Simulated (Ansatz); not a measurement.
# CaC2 (R-3m): from the cell to its phonons, part 2 of 2

Aim: the vibrations of CaC2 (R-3m), their spectra, and whether the structure is stable.

Ansatz 0.2.0; DFT r2SCAN, scalar-relativistic, plane waves, PAW.

So far. Step 4 (Tight relaxation): The largest force component left is 0.15 meV/Å and the pressure is 0.000 GPa, within the tolerances set. The cell now holds 16.91 Å³/atom. Step 5 (Modes at Γ): Before it was imposed, the acoustic sum rule was missed by 1.4e-4 eV/Å² and the charge sum rule by 6.2e-4 e. Small misses are needed for a sound result but don't prove that mesh and cutoff are converged. The lowest optical mode is real, 228 cm⁻¹. The relaxed cell has a = 3.862, c = 11.783 Å (conventional setting).

### Step 6. Phonons on a q mesh (continued)

Tetrahedra on a 21×21×21 mesh, mean over bins of 20 cm-1. Interpolated from a 3×3×3 q mesh. Phonon density of states against wavenumber; read off at these points:

```tsv
wavenumber (cm⁻¹)	phonon density of states (1/cm⁻¹/cell)
-130	6.8e-4
-110	0.0108
-70	0.00783
-10	0.00349
30	0.00419
90	0.00708
150	0.0153
210	0.0283
230	0.0466
270	0.0486
310	0.0117
370	0.00624
430	0
490	0
550	0
610	0
650	0
710	0
770	0
830	0
890	0
930	0
990	0
1050	0
1110	0
1170	0
1210	0
1270	0
1330	0
1390	0
1450	0
1510	0
1550	0
1610	0
1670	0
1730	0
1790	0
1830	0
1890	0
1950	0.05
```

The partial phonon density of states has structure finer than the step of the table below, so its rows give means over 50 cm⁻¹, whole bins alone (the curve runs from -142 to 2022 cm⁻¹). Peaks (cm⁻¹: height): C -101.4: 0.00514, 279.7: 0.0324, 1953.5: 0.0257; Ca -87.8: 0.00453, 238.8: 0.0177.

Phonopy on the run's constants, 17x17x17 mesh, Gaussian sigma 15.5 cm-1. Interpolated from a 3×3×3 q mesh. Table of partial phonon density of states by wavenumber; means over each step; values in 1/cm⁻¹/cell:

```tsv
wavenumber (cm⁻¹)	C	Ca
-100	0.00441	0.00385
-50	0.00330	0.00286
0	0.00148	0.00126
50	0.00273	0.00260
100	0.00390	0.00517
150	0.00697	0.00928
200	0.0150	0.0126
250	0.0284	0.0147
300	0.0219	0.00477
350	0.00923	0.00158
400	0.00200	8.6e-4
450	1.0e-4	5.4e-5
500	0	0
550	0	0
600	0	0
650	0	0
700	0	0
750	0	0
800	0	0
850	0	0
900	0	0
950	0	0
1000	0	0
1050	0	0
1100	0	0
1150	0	0
1200	0	0
1250	0	0
1300	0	0
1350	0	0
1400	0	0
1450	0	0
1500	0	0
1550	0	0
1600	0	0
1650	0	0
1700	0	0
1750	0	0
1800	0	0
1850	0	0
1900	0.00103	0
1950	0.0169	0
```

Symmetry leaves 6 wavevectors to solve. The lowest mode among them, the acoustic zeros apart, lies at q = (0.333, 0.333, 0.333) and is imaginary, 108.3i cm⁻¹, so the energy falls along it. Between them the interpolated path dips to 133i cm⁻¹.

### Step 7. Isotope substitution, element C, natural mass 12.011 amu

An isotope changes the mass and not the force constants, so no new electronic calculation is needed; the shifts show which modes move this element.

The same force constants with the mass of C changed from 12.011 to 13.003 u (phonopy, no LO-TO term). Both lists are sorted by frequency; levels can cross, so a row need not hold one and the same mode. Modes under 3 cm⁻¹ are left out. Isotope shifts, by row:

```tsv
q	rank	natural mass (cm⁻¹)	changed mass (cm⁻¹)
0 0 0	4	227.6	222.1
0 0 0	5	241.8	232.4
0 0 0	6	241.8	232.4
0 0 0	7	268.2	261.7
0 0 0	8	268.2	261.7
0 0 0	9	1951	1875
0 0 0.3333	1	-99	-97.16
0 0 0.3333	2	113.1	111.7
0 0 0.3333	3	194.1	189.1
0 0 0.3333	4	219	214.2
0 0 0.3333	5	235.7	226.6
0 0 0.3333	6	262.2	255.5
0 0 0.3333	7	262.4	255.9
0 0 0.3333	8	381.2	370.9
0 0 0.3333	9	1952	1876
0 0.3333 0.3333	1	82.8	81.73
0 0.3333 0.3333	2	95.94	94.03
0 0.3333 0.3333	3	179.5	174.4
0 0.3333 0.3333	4	181.4	178.5
0 0.3333 0.3333	5	243	236.6
0 0.3333 0.3333	6	277.8	269.1
0 0.3333 0.3333	7	287.5	278.9
0 0.3333 0.3333	8	335.3	324.7
0 0.3333 0.3333	9	1952	1876
0 0.3333 -0.3333	1	-103.4	-101.1
0 0.3333 -0.3333	2	185.5	180.8
0 0.3333 -0.3333	3	201.4	199.7
0 0.3333 -0.3333	4	224.1	219.1
0 0.3333 -0.3333	5	244	237.6
0 0.3333 -0.3333	6	244.6	240.3
0 0.3333 -0.3333	7	293.4	283.2
0 0.3333 -0.3333	8	324.9	312.4
0 0.3333 -0.3333	9	1953	1877
```

A mode of this element alone would shift by -3.89 %. The highest zone-centre frequency without the field goes from 1951.2 to 1875.3 cm⁻¹ (-3.9 %). The product of the frequency ratios over all optical modes at Γ is 0.825; the product rule, (m/m′)^(3k/2) (M′/M)^(3/2) with k = 2 such atoms and M the mass of the cell, gives 0.825.

### Step 8. Another isotope, element Ca, natural mass 40.078 amu

The same for Ca, from 40.08 to 47.95 u.

The same force constants with the mass of Ca changed from 40.078 to 47.953 u (phonopy, no LO-TO term). Both lists are sorted by frequency; levels can cross, so a row need not hold one and the same mode. Modes under 3 cm⁻¹ are left out. Isotope shifts, by row:

```tsv
q	rank	natural mass (cm⁻¹)	changed mass (cm⁻¹)
0 0 0	4	227.6	220.5
0 0 0	5	241.8	241.8
0 0 0	6	241.8	241.8
0 0 0	7	268.2	259.8
0 0 0	8	268.2	259.8
0 0 0	9	1951	1951
0 0 0.3333	1	-99	-94.24
0 0 0.3333	2	113.1	106.2
0 0 0.3333	3	194.1	185.7
0 0 0.3333	4	219	213
0 0 0.3333	5	235.7	235.6
0 0 0.3333	6	262.2	253.2
0 0 0.3333	7	262.4	255.7
0 0 0.3333	8	381.2	372.7
0 0 0.3333	9	1952	1952
0 0.3333 0.3333	1	82.8	77.72
0 0.3333 0.3333	2	95.94	91.36
0 0.3333 0.3333	3	179.5	170.8
0 0.3333 0.3333	4	181.4	175.3
0 0.3333 0.3333	5	243	236.6
0 0.3333 0.3333	6	277.8	273.4
0 0.3333 0.3333	7	287.5	282.5
0 0.3333 0.3333	8	335.3	330.8
0 0.3333 0.3333	9	1952	1952
0 0.3333 -0.3333	1	-103.4	-99.29
0 0.3333 -0.3333	2	185.5	177.2
0 0.3333 -0.3333	3	201.4	189.4
0 0.3333 -0.3333	4	224.1	209.6
0 0.3333 -0.3333	5	244	238.1
0 0.3333 -0.3333	6	244.6	239.1
0 0.3333 -0.3333	7	293.4	291.3
0 0.3333 -0.3333	8	324.9	324.8
0 0.3333 -0.3333	9	1953	1952
```

A mode of this element alone would shift by -8.58 %. The highest zone-centre frequency without the field goes from 1951.2 to 1951.2 cm⁻¹ (+0.0 %). The product of the frequency ratios over all optical modes at Γ is 0.909; the product rule, (m/m′)^(3k/2) (M′/M)^(3/2) with k = 1 such atoms and M the mass of the cell, gives 0.909.

### Step 9. Outcome

| Quantity | Value |
| --- | --- |
| space group after relaxation (within 0.01 Å) | R-3m |
| volume per atom | 16.9 Å³ |
| gap on the k-mesh | 3.10 eV |
| highest optical mode at the zone centre (no LO-TO term) | 1951 cm⁻¹ |
| top of the zone-centre spectrum with the field | 1951 cm⁻¹ |
| lowest optical zone-centre mode | 228 cm⁻¹ |
| mean high-frequency dielectric constant | 3.56 |
| mean static dielectric constant | 9.28 |
| largest Born charge (third of the trace) | 2.36 e |
| lowest mode on the q mesh (acoustic modes at Γ apart) | -108 cm⁻¹ |
| highest frequency on the path or at a solved wavevector | 1953 cm⁻¹ |
| imaginary modes on the 3×3×3 q mesh | yes |

What this shows: Modes are clearly imaginary (beyond 10i cm⁻¹) at 3 of the 6 irreducible wavevectors, most at q = (0.333, 0.333, 0.333) (108.3i cm⁻¹), so this structure is not a minimum of the energy. Without the field, the optical modes at Γ span 228 to 1951 cm⁻¹. The highest mode in this list at Γ, 1951.2 cm⁻¹, is mostly motion of C (100 % of the kinetic energy). The macroscopic field leaves the top of the zone-centre spectrum where it is. Lattice motion raises the mean dielectric constant from 3.565 to 9.278. The strongest infrared line is at 268 cm⁻¹. The program warns that the interpolation holds no quadrupole term, so branches close to Γ can be off in this crystal. These are harmonic frequencies at zero temperature: anharmonic shifts, linewidths and thermal expansion are left out.

[Logs are printed without paths, hosts, clocks, repeated set-up lines and the standing remarks that a program may print on its own settings, such as how far it seeks lower states.]

[Hosts, paths, dates, database ids (printed as entryN), source tags and the programs' standing remarks are cut or masked in the printed files.]
